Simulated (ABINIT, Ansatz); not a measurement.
# Al3W (Pm-3m): zone-centre phonons, part 3 of 3

Which modes does Al3W (Pm-3m) have at the zone centre?

ABINIT 10.8.3; DFT PBEsol, scalar-relativistic, plane waves, PseudoDojo norm-conserving pseudopotentials.

So far. Step 4 (Linear response at Γ): The acoustic modes at Γ come out as far as 4.0 cm⁻¹ from zero, where they should vanish, a small numerical error. Step 5 (Modes with the sum rule): The rule moves no optical mode by more than 0.1 cm⁻¹. The relaxed cell has a = 3.913 Å (conventional setting).

The structure was built from a prototype and need not be the compound's stable phase.

### Step 6. Sum rules set otherwise (asr 0)

Without the rule the raw error of the acoustic modes shows.

anaddb.abi

```
ddb_filepath "gamma_DDB"
output_file "anaddb.abo"
outdata_prefix "anaddb"
asr 0
chneut 0
enunit 2
eivec 1
nph1l 1
qph1l 0.0 0.0 0.0 1.0
```

mrgddb.in

```
gamma_DDB
merged
2
dfpt_gammao_DDB
gso_DDB
```

Command:

```bash
> mrgddb < mrgddb.in > mrgddb.log
> OMP_NUM_THREADS=1 anaddb anaddb.abi > anaddb.log
```

Numbers of over 12 decimals in the logs are rounded to 6 here.

anaddb.abo, the main output file:

```text
-outvars_anaddb: echo values of input variables ----------------------

 Miscellaneous information :
      enunit         2
       eivec         1
      chneut         0
 First list of wavevector (reduced coord.) :
       nph1l         1
       qph1l
                     0.00000000E+00  0.00000000E+00  0.00000000E+00    1.000E+00

================================================================================

 read the DDB information and perform some checks

  ==== Info on the Cryst% object ====
 Real(R)+Recip(G) space primitive vectors, cartesian coordinates (Bohr,Bohr^-1):
 R(1)=  7.3945575  0.0000000  0.0000000  G(1)=  0.1352346  0.0000000  0.0000000
 R(2)=  0.0000000  7.3945575  0.0000000  G(2)=  0.0000000  0.1352346  0.0000000
 R(3)=  0.0000000  0.0000000  7.3945575  G(3)=  0.0000000  0.0000000  0.1352346
 Unit cell volume ucvol=  4.0433056E+02 bohr^3
 Angles (23,13,12)=  9.00000000E+01  9.00000000E+01  9.00000000E+01 degrees
 Time-reversal symmetry is present
 Reduced atomic positions [iatom, xred, symbol]:
    1)    0.0000000  0.0000000  0.0000000   W
    2)    0.0000000  0.5000000  0.5000000  Al
    3)    0.5000000  0.0000000  0.5000000  Al
    4)    0.5000000  0.5000000  0.0000000  Al

 DDB file with 3 blocks has been read.

================================================================================

 Treat the first list of vectors

  Phonon wavevector (reduced coordinates) :  0.00000  0.00000  0.00000
 Phonon energies in Hartree :
   1.800850E-05  1.800850E-05  1.800850E-05  8.662538E-04  8.662538E-04
   8.662538E-04  1.264789E-03  1.264789E-03  1.264789E-03  1.607352E-03
   1.607352E-03  1.607352E-03
 Phonon energies in meV     :
-  4.900363E-01  4.900363E-01  4.900363E-01  2.357197E+01  2.357197E+01
-  2.357197E+01  3.441667E+01  3.441667E+01  3.441667E+01  4.373826E+01
-  4.373826E+01  4.373826E+01
 Phonon frequencies in cm-1    :
-  3.952409E+00  3.952409E+00  3.952409E+00  1.901207E+02  1.901207E+02
-  1.901207E+02  2.775892E+02  2.775892E+02  2.775892E+02  3.527729E+02
-  3.527729E+02  3.527729E+02
 Phonon frequencies in Thz     :
-  1.184903E-01  1.184903E-01  1.184903E-01  5.699676E+00  5.699676E+00
-  5.699676E+00  8.321914E+00  8.321914E+00  8.321914E+00  1.057587E+01
-  1.057587E+01  1.057587E+01
 Phonon energies in Kelvin  :
-  5.686635E+00  5.686635E+00  5.686635E+00  2.735413E+02  2.735413E+02
-  2.735413E+02  3.993889E+02  3.993889E+02  3.993889E+02  5.075615E+02
-  5.075615E+02  5.075615E+02

 Eigendisplacements
 (will be given, for each mode : in cartesian coordinates
   for each atom the real part of the displacement vector,
   then the imaginary part of the displacement vector - absolute values smaller than 1.0d-7 are set to zero)
  Mode number    1   Energy    1.800850E-05
-  1  0.00000000E+00  0.00000000E+00 -1.43914060E-03
-     0.00000000E+00  0.00000000E+00  0.00000000E+00
-  2  0.00000000E+00  0.00000000E+00 -1.43974830E-03
-     0.00000000E+00  0.00000000E+00  0.00000000E+00
-  3  0.00000000E+00  0.00000000E+00 -1.43974830E-03
-     0.00000000E+00  0.00000000E+00  0.00000000E+00
-  4  0.00000000E+00  0.00000000E+00 -1.43994607E-03
-     0.00000000E+00  0.00000000E+00  0.00000000E+00
  Mode number    2   Energy    1.800850E-05
-  1  0.00000000E+00  1.43914060E-03  0.00000000E+00
-     0.00000000E+00  0.00000000E+00  0.00000000E+00
-  2  0.00000000E+00  1.43974830E-03  0.00000000E+00
-     0.00000000E+00  0.00000000E+00  0.00000000E+00
-  3  0.00000000E+00  1.43994607E-03  0.00000000E+00
-     0.00000000E+00  0.00000000E+00  0.00000000E+00
-  4  0.00000000E+00  1.43974830E-03  0.00000000E+00
-     0.00000000E+00  0.00000000E+00  0.00000000E+00
  Mode number    3   Energy    1.800850E-05
-  1  1.43914060E-03  0.00000000E+00  0.00000000E+00
-     0.00000000E+00  0.00000000E+00  0.00000000E+00
-  2  1.43994607E-03  0.00000000E+00  0.00000000E+00
-     0.00000000E+00  0.00000000E+00  0.00000000E+00
-  3  1.43974830E-03  0.00000000E+00  0.00000000E+00
-     0.00000000E+00  0.00000000E+00  0.00000000E+00
-  4  1.43974830E-03  0.00000000E+00  0.00000000E+00
-     0.00000000E+00  0.00000000E+00  0.00000000E+00
  Mode number    4   Energy    8.662538E-04
-  1  0.00000000E+00  0.00000000E+00  9.30491075E-04
-     0.00000000E+00  0.00000000E+00  0.00000000E+00
-  2  0.00000000E+00  0.00000000E+00 -1.69499977E-03
-     0.00000000E+00  0.00000000E+00  0.00000000E+00
-  3  0.00000000E+00  0.00000000E+00 -1.69499977E-03
-     0.00000000E+00  0.00000000E+00  0.00000000E+00
-  4  0.00000000E+00  0.00000000E+00 -2.94720957E-03
-     0.00000000E+00  0.00000000E+00  0.00000000E+00
  Mode number    5   Energy    8.662538E-04
-  1  0.00000000E+00 -9.30491074E-04  0.00000000E+00
-     0.00000000E+00  0.00000000E+00  0.00000000E+00
-  2  0.00000000E+00  1.69499977E-03  0.00000000E+00
-     0.00000000E+00  0.00000000E+00  0.00000000E+00
-  3  0.00000000E+00  2.94720957E-03  0.00000000E+00
-     0.00000000E+00  0.00000000E+00  0.00000000E+00
-  4  0.00000000E+00  1.69499977E-03  0.00000000E+00
-     0.00000000E+00  0.00000000E+00  0.00000000E+00
  Mode number    6   Energy    8.662538E-04
-  1  9.30491075E-04  0.00000000E+00  0.00000000E+00
-     0.00000000E+00  0.00000000E+00  0.00000000E+00
-  2 -2.94720957E-03  0.00000000E+00  0.00000000E+00
-     0.00000000E+00  0.00000000E+00  0.00000000E+00
-  3 -1.69499977E-03  0.00000000E+00  0.00000000E+00
-     0.00000000E+00  0.00000000E+00  0.00000000E+00
-  4 -1.69499977E-03  0.00000000E+00  0.00000000E+00
-     0.00000000E+00  0.00000000E+00  0.00000000E+00
  Mode number    7   Energy    1.264789E-03
-  1  0.00000000E+00  0.00000000E+00  0.00000000E+00
-     0.00000000E+00  0.00000000E+00  0.00000000E+00
-  2  0.00000000E+00  0.00000000E+00  3.18839113E-03
-     0.00000000E+00  0.00000000E+00  0.00000000E+00
-  3  0.00000000E+00  0.00000000E+00 -3.18839113E-03
-     0.00000000E+00  0.00000000E+00  0.00000000E+00
-  4  0.00000000E+00  0.00000000E+00  0.00000000E+00
-     0.00000000E+00  0.00000000E+00  0.00000000E+00
  Mode number    8   Energy    1.264789E-03
-  1  0.00000000E+00  0.00000000E+00  0.00000000E+00
-     0.00000000E+00  0.00000000E+00  0.00000000E+00
-  2  0.00000000E+00  3.18839113E-03  0.00000000E+00
-     0.00000000E+00  0.00000000E+00  0.00000000E+00
-  3  0.00000000E+00  0.00000000E+00  0.00000000E+00
-     0.00000000E+00  0.00000000E+00  0.00000000E+00
-  4  0.00000000E+00 -3.18839113E-03  0.00000000E+00
-     0.00000000E+00  0.00000000E+00  0.00000000E+00
  Mode number    9   Energy    1.264789E-03
-  1  0.00000000E+00  0.00000000E+00  0.00000000E+00
-     0.00000000E+00  0.00000000E+00  0.00000000E+00
-  2  0.00000000E+00  0.00000000E+00  0.00000000E+00
-     0.00000000E+00  0.00000000E+00  0.00000000E+00
-  3 -3.18839113E-03  0.00000000E+00  0.00000000E+00
-     0.00000000E+00  0.00000000E+00  0.00000000E+00
-  4  3.18839113E-03  0.00000000E+00  0.00000000E+00
-     0.00000000E+00  0.00000000E+00  0.00000000E+00
  Mode number   10   Energy    1.607352E-03
-  1  0.00000000E+00  0.00000000E+00  2.16577265E-04
-     0.00000000E+00  0.00000000E+00  0.00000000E+00
-  2  0.00000000E+00  0.00000000E+00 -2.28471850E-03
-     0.00000000E+00  0.00000000E+00  0.00000000E+00
-  3  0.00000000E+00  0.00000000E+00 -2.28471850E-03
-     0.00000000E+00  0.00000000E+00  0.00000000E+00
-  4  0.00000000E+00  0.00000000E+00  3.09389513E-03
-     0.00000000E+00  0.00000000E+00  0.00000000E+00
  Mode number   11   Energy    1.607352E-03
-  1  0.00000000E+00  2.16577265E-04  0.00000000E+00
-     0.00000000E+00  0.00000000E+00  0.00000000E+00
-  2  0.00000000E+00 -2.28471850E-03  0.00000000E+00
-     0.00000000E+00  0.00000000E+00  0.00000000E+00
-  3  0.00000000E+00  3.09389513E-03  0.00000000E+00
-     0.00000000E+00  0.00000000E+00  0.00000000E+00
-  4  0.00000000E+00 -2.28471850E-03  0.00000000E+00
-     0.00000000E+00  0.00000000E+00  0.00000000E+00
  Mode number   12   Energy    1.607352E-03
-  1  2.16577265E-04  0.00000000E+00  0.00000000E+00
-     0.00000000E+00  0.00000000E+00  0.00000000E+00
-  2  3.09389513E-03  0.00000000E+00  0.00000000E+00
-     0.00000000E+00  0.00000000E+00  0.00000000E+00
-  3 -2.28471850E-03  0.00000000E+00  0.00000000E+00
-     0.00000000E+00  0.00000000E+00  0.00000000E+00
-  4 -2.28471850E-03  0.00000000E+00  0.00000000E+00
-     0.00000000E+00  0.00000000E+00  0.00000000E+00

 Analysis of degeneracies and characters (maximum tolerance=1.00E-06 a.u.)
 For each vibration mode, or group of modes if degenerate,
 the characters are given for each symmetry operation (see the list in the log file).
 Symmetry characters of vibration mode #   1
       degenerate with vibration modes #   2 to    3
  3.0 -3.0 -1.0  1.0 -1.0  1.0 -1.0  1.0  1.0 -1.0 -1.0  1.0  1.0 -1.0 -1.0  1.0
  0.0 -0.0  0.0 -0.0 -0.0  0.0 -0.0  0.0  1.0 -1.0 -1.0  1.0 -1.0  1.0  1.0 -1.0
  0.0 -0.0 -0.0  0.0 -0.0  0.0  0.0 -0.0  1.0 -1.0  1.0 -1.0 -1.0  1.0 -1.0  1.0
 Symmetry characters of vibration mode #   4
       degenerate with vibration modes #   5 to    6
  3.0 -3.0 -1.0  1.0 -1.0  1.0 -1.0  1.0  1.0 -1.0 -1.0  1.0  1.0 -1.0 -1.0  1.0
 -0.0  0.0 -0.0  0.0 -0.0  0.0  0.0 -0.0  1.0 -1.0 -1.0  1.0 -1.0  1.0  1.0 -1.0
 -0.0  0.0 -0.0  0.0  0.0 -0.0 -0.0  0.0  1.0 -1.0  1.0 -1.0 -1.0  1.0 -1.0  1.0
 Symmetry characters of vibration mode #   7
       degenerate with vibration modes #   8 to    9
  3.0 -3.0 -1.0  1.0 -1.0  1.0 -1.0  1.0 -1.0  1.0  1.0 -1.0 -1.0  1.0  1.0 -1.0
 -0.0  0.0  0.0 -0.0  0.0 -0.0 -0.0  0.0 -1.0  1.0  1.0 -1.0  1.0 -1.0 -1.0  1.0
 -0.0  0.0  0.0 -0.0 -0.0  0.0  0.0 -0.0 -1.0  1.0 -1.0  1.0  1.0 -1.0  1.0 -1.0
 Symmetry characters of vibration mode #  10
       degenerate with vibration modes #  11 to   12
  3.0 -3.0 -1.0  1.0 -1.0  1.0 -1.0  1.0  1.0 -1.0 -1.0  1.0  1.0 -1.0 -1.0  1.0
 -0.0  0.0  0.0 -0.0 -0.0  0.0  0.0 -0.0  1.0 -1.0 -1.0  1.0 -1.0  1.0  1.0 -1.0
 -0.0  0.0 -0.0  0.0  0.0 -0.0  0.0 -0.0  1.0 -1.0  1.0 -1.0 -1.0  1.0 -1.0  1.0
-
```

Wall time 0.79 s (1 thread of Intel Xeon at 2.70GHz, shared host).

Zone-centre frequencies as printed; negative means imaginary. Modes:

| mode | frequency (cm⁻¹) |
| --- | --- |
| 1 | 3.95 |
| 2 | 3.95 |
| 3 | 3.95 |
| 4 | 190.1 |
| 5 | 190.1 |
| 6 | 190.1 |
| 7 | 277.6 |
| 8 | 277.6 |
| 9 | 277.6 |
| 10 | 352.8 |
| 11 | 352.8 |
| 12 | 352.8 |

### Step 7. A second program

A second program on the same cell, potentials, cutoff and meshes tests the implementation of the phonon response, not its convergence.

This step: DFT PBEsol, scalar-relativistic, plane waves, PseudoDojo norm-conserving pseudopotentials (Ansatz 0.2.0).

input.yaml

```yaml
crystal:
  lattice:
    - [3.9130313154, 0.0, 0.0]
    - [0.0, 3.9130313154, 0.0]
    - [0.0, 0.0, 3.9130313154]
  atoms:
    - { symbol: W, position: [0.0, 0.0, 0.0] }
    - { symbol: Al, position: [0.0, 0.5, 0.5] }
    - { symbol: Al, position: [0.5, 0.0, 0.5] }
    - { symbol: Al, position: [0.5, 0.5, 0.0] }
kpoints:
  mp_grid: { grid: [8, 8, 8] }
hamiltonian:
  xc: pbesol
  pseudopotentials: { kind: nc, accuracy: standard }
scf:
  occupations: { method: gaussian, width: 0.27211 }
output:
  eigenvalues: true
basis:
  ecutwfc: 843.553
phonons:
  method: dfpt
```

Command:

```bash
> ansatz run input.yaml --threads 4 --pin off --max-ram 8192MiB --backend cpu --events-out ev --progress --plain --runs-dir out
```

Output:

```text
Warning: basis.ecutwfc = 843.553 eV is below the records' recommended 1006.821291 eV, and the density's cutoff is lower with it unless basis.ecutrho_ratio is high enough to keep the records' density cutoff: compare with a run at a higher cutoff
zone centre: on kpoints.mp_grid the ground state, and the responses unless they are solved on pairs of k-points, stand on 125 of the mesh's 512 k-points, reduced under 8 symmetry operations, with k and −k counted as one. Each operation leaves every solved displacement unchanged or reverses it
Engine: ansatz 0.2.0, x86_64-unknown-linux-gnu
Pseudopotentials: kind: nc
Pseudopotential: W, nc, valence charge 14, recommended cutoff 1006.821291 eV (normal), W.nc.azcp (PseudoDojo's, or run here from an input of PseudoDojo's; its table is named by hamiltonian.pseudopotentials.accuracy)
Pseudopotential: Al, nc, valence charge 3, recommended cutoff 544.227725 eV (normal), Al.nc.azcp (PseudoDojo's, or run here from an input of PseudoDojo's; its table is named by hamiltonian.pseudopotentials.accuracy)
Functional definition: PBEsol
  exchange = pbesol_x
  correlation = pbesol_c
Crystal: 4 atoms, lattice volume = 59.916 Å³
Basis set: ecut = 843.553 eV, 3287 PW (Γ), exchange–correlation on 80×80×80 points (8 copies of the dense FFT grid, shifted against one another)
Bands: 16, of which v1, the nominal top of the filled ones, is band 12 counted from 1 (11 counted from 0)
Symmetry: 48 space group operations
k-points: 125 of 512 (irreducible under 8 space group operations)
Non-local potential: W, projectors of the file, l = 0: 2, l = 1: 2, l = 2: 2, l = 3: 2
Non-local potential: Al, projectors of the file, l = 0: 2, l = 1: 2, l = 2: 2
Initial density: superposition of atomic densities (chi_scale 0.1, normalization cell, long waves kept (reshape's long-wave potential 0.00 eV rms))
Initial wavefunctions: pseudopotential atomic-orbital guess
Functional: x = pbesol(κ = 0.804, μ = 0.123457), c = pbesol(β = 0.046)
SCF iter   1: F=—  HF=-2253.177525 eV  |F-HF|=—  |Δ(HF+E_count)|=         —  Δρ=4.93e-2  dr2=2.10e0  ethr=3.10e-3  ⟨swp⟩=5.9  Hψ=10758  notcnv=0
preconditioner: auto → Kerker (q_TF=auto, 2.326 Å⁻¹)  [metal: Δε(μ)=0.045 eV  Ē_g=6.444 eV  σ=0.272 eV  W_gap=0.09  n_scr=18 (ndim 8)  ℏωp=18.6 eV  f_vac=0.000  D(μ)=2.69/eV (n_scr^D=26)]
SCF iter   2: F=—  HF=-2252.729191 eV  |F-HF|=—  |Δ(HF+E_count)|=   4.48e-1  Δρ=1.79e-2  dr2=1.74e-1  ethr=3.10e-3  ⟨swp⟩=2.9  Hψ=4767  notcnv=0
SCF iter   3: F=—  HF=-2252.683398 eV  |F-HF|=—  |Δ(HF+E_count)|=   4.58e-2  Δρ=9.03e-3  dr2=4.96e-2  ethr=7.55e-4  ⟨swp⟩=1.0  Hψ=2000  notcnv=0
SCF iter   4: F=—  HF=-2252.664235 eV  |F-HF|=—  |Δ(HF+E_count)|=   1.92e-2  Δρ=9.19e-4  dr2=5.91e-4  ethr=2.16e-4  ⟨swp⟩=2.1  Hψ=2962  notcnv=0
SCF iter   5: F=—  HF=-2252.664139 eV  |F-HF|=—  |Δ(HF+E_count)|=   9.60e-5  Δρ=2.48e-4  dr2=4.96e-5  ethr=2.57e-6  ⟨swp⟩=2.3  Hψ=2916  notcnv=0
SCF iter   6: F=—  HF=-2252.664131 eV  |F-HF|=—  |Δ(HF+E_count)|=   8.60e-6  Δρ=2.10e-5  dr2=2.83e-7  ethr=2.16e-7  ⟨swp⟩=2.1  Hψ=2558  notcnv=0
SCF iter   7: F=—  HF=-2252.664138 eV  |F-HF|=—  |Δ(HF+E_count)|=   6.88e-6  Δρ=3.86e-6  dr2=9.31e-9  ethr=1.23e-9  ⟨swp⟩=2.1  Hψ=3535  notcnv=0
SCF iter   8: F=—  HF=-2252.664138 eV  |F-HF|=—  |Δ(HF+E_count)|=   1.79e-9  Δρ=7.84e-7  dr2=4.65e-10  ethr=4.05e-11  ⟨swp⟩=2.3  Hψ=2949  notcnv=0
SCF iter   9: F=—  HF=-2252.664138 eV  |F-HF|=—  |Δ(HF+E_count)|=  1.02e-10  Δρ=2.05e-7  dr2=4.25e-11  ethr=2.02e-12  ⟨swp⟩=2.1  Hψ=2782  notcnv=0
SCF iter  10: F=-2252.664138 eV  HF=-2252.664138 eV  |F-HF|=4.55e-13  |Δ(HF+E_count)|=  9.09e-12  Δρ=1.49e-8  dr2=1.25e-13  ethr=1.00e-12  ⟨swp⟩=6.0  Hψ=9877  notcnv=0
the search or the solves at the SCF's close seem to have found levels that the self-consistency loop had missed (the run counts 3). By its estimate they hold under 1e-12 electrons; where the run keeps them, the occupations were computed again with them
SCF 1 converged in 10 iterations: F = -2252.664138 eV  dr2 = 1.25e-13
DFPT response loops at Γ: preconditioner auto → Kerker (q_TF=auto, 2.326 Å⁻¹) (partly filled bands, converged f_vac=0.000); β = 1.00, the filter's whole step (`scf.mixing.beta` (0.50) is not read by the response loops under this deck's `scf.mixing.preconditioner`; to damp them name `kerker` or `kerker_dos`, under which they read `scf.mixing.beta`, and type it under 1.00, their step now; both keys bind the ground state too); Broyden in place of MSR1
SCF converged after 10 iterations
Free energy (F): -2252.664138 eV
Harris-Foulkes:  -2252.664138 eV  (|F-HF|=4.55e-13)
Internal energy: -2252.549167 eV  (E = F + TS)
E sigma→0 (E₀):  -2252.606652 eV
Entropy (-TS):   -0.114971 eV (-28.743 meV/atom)
Fermi energy:    12.644270 eV
--- Per-component energies (eV) ---
  E_band       = -148.707842
  E_kinetic    = 630.712239
  E_local      = -1703.342875  (includes V_loc(G=0)·N_el)
  E_nonlocal   = 376.468639
  E_hartree    = 475.031154
  E_xc         = -539.267598
  E_vxc        = -402.608144  (∫ρ·V_xc dr)
  E_ewald      = -1492.150726
  E_smearing   = -0.114971  (= −TS)
  E_closure    = 0.000000  (closes the sum)
  Σ components = -2252.664138   (vs F -2252.664138, Δ=0.00e0)
--- Band table (eV; the first three rows and the last of 125) ---
  k-point 0: bands = [... 8 lower, 10.4034, 10.4034, 11.6971, 11.6971, 11.6971, 12.6130, 18.0066, 18.0066]
  k-point 1: bands = [... 8 lower, 10.1542, 10.2734, 11.7391, 11.9853, 11.9853, 13.4509, 16.6334, 18.2336]
  k-point 2: bands = [... 8 lower, 9.7410, 10.7254, 11.8447, 12.5415, 12.5415, 14.5503, 15.3081, 17.7726]
  k-point 124: bands = [... 8 lower, 9.0604, 9.0604, 9.0604, 11.1691, 13.2147, 13.2147, 16.1650, 16.1650]
--- Phonons (Γ-DFPT): 3 representative perturbations + reference, on 125 of 512 k-points (Σ response iterations 9) ---
  k mesh reduced under 8 symmetry operations, with k and −k counted as one. Each operation leaves every solved displacement unchanged or reverses it
  ASR residual: 8.263e-5 → 0.000e0 eV/Å²; symmetrization residual: 2.644e-6 eV/Å²
  ASR residual per site (eV/Å²): 8.26e-5 3.34e-6 3.34e-6 3.34e-6
  Γ frequencies (cm⁻¹): 0.00 0.00 0.00 190.11 190.11 190.11 277.59 277.59 277.59 352.78 352.78 352.78
  non-analytic LO–TO correction: not included (Born effective charges unavailable; polar crystals: no LO–TO splitting at Γ)
```

Run time: 25 s. Hardware: 4 threads; peak memory 1.5 GiB; 90 s of CPU time.

Numbers from this step:

- sum-rule residual before enforcement: 8.26e-5 eV/Å²

### Step 8. Side by side: ABINIT PseudoDojo and Ansatz, PseudoDojo

Numbers from this step:

```
root-mean-square difference : 0.01 cm⁻¹
largest difference          : 0.01 cm⁻¹
```

Frequencies side by side, by row:

| q (reciprocal lattice) | mode | ABINIT PseudoDojo (cm⁻¹) | Ansatz, PseudoDojo (cm⁻¹) |
| --- | --- | --- | --- |
| 0 0 0 | 1 | 0 | 0 |
| 0 0 0 | 2 | 0 | 0 |
| 0 0 0 | 3 | 0 | 0 |
| 0 0 0 | 4 | 190.1 | 190.1 |
| 0 0 0 | 5 | 190.1 | 190.1 |
| 0 0 0 | 6 | 190.1 | 190.1 |
| 0 0 0 | 7 | 277.6 | 277.6 |
| 0 0 0 | 8 | 277.6 | 277.6 |
| 0 0 0 | 9 | 277.6 | 277.6 |
| 0 0 0 | 10 | 352.8 | 352.8 |
| 0 0 0 | 11 | 352.8 | 352.8 |
| 0 0 0 | 12 | 352.8 | 352.8 |

At the zone centre the largest difference (acoustic modes at Γ apart) is 0.003 % of the highest mode.

### Step 9. What came out

| Property | Result |
| --- | --- |
| space group after relaxation | Pm-3m |
| volume per atom | 15.0 Å³ |
| highest optical zone-centre mode (no LO-TO term) | 352.8 cm⁻¹ |
| lowest optical zone-centre mode | 190.1 cm⁻¹ |
| imaginary optical modes at the zone centre (no q mesh in this session) | none |
| largest difference from Ansatz, PseudoDojo | 0.01 cm⁻¹ |

At the PBEsol level the optical modes of Al3W (Pm-3m) at the zone centre run from 190 to 353 cm⁻¹. ABINIT PseudoDojo and Ansatz, PseudoDojo agree to 0.01 cm⁻¹ (0.003 % of the highest mode compared) on all solved modes but the acoustic ones at Γ, without the LO-TO term. These are harmonic frequencies at zero temperature: anharmonic shifts and linewidths and thermal expansion are left out. Spin-orbit coupling is left out, which can matter for the heavy elements here. In a metal the frequencies hang on the k mesh and the smearing, most of all near Kohn anomalies. The runs are without spin polarisation, although the cell has an odd electron count or an open d or f shell, so a magnetic state was not tested. Ansatz warns that the cutoff lies 16 % under the one recommended for these files; agreement at one cutoff is not convergence. The structure is a hypothetical one, built on a prototype.

[Host names and launcher messages were left out of these logs when they were recorded.]

[Logs are printed without paths, hosts, clocks, repeated set-up lines and the standing remarks that a program may print on its own settings, such as how far it seeks lower states.]

[Hosts, paths, dates, database ids (printed as entryN), source tags and the programs' standing remarks are cut or masked in the printed files.]
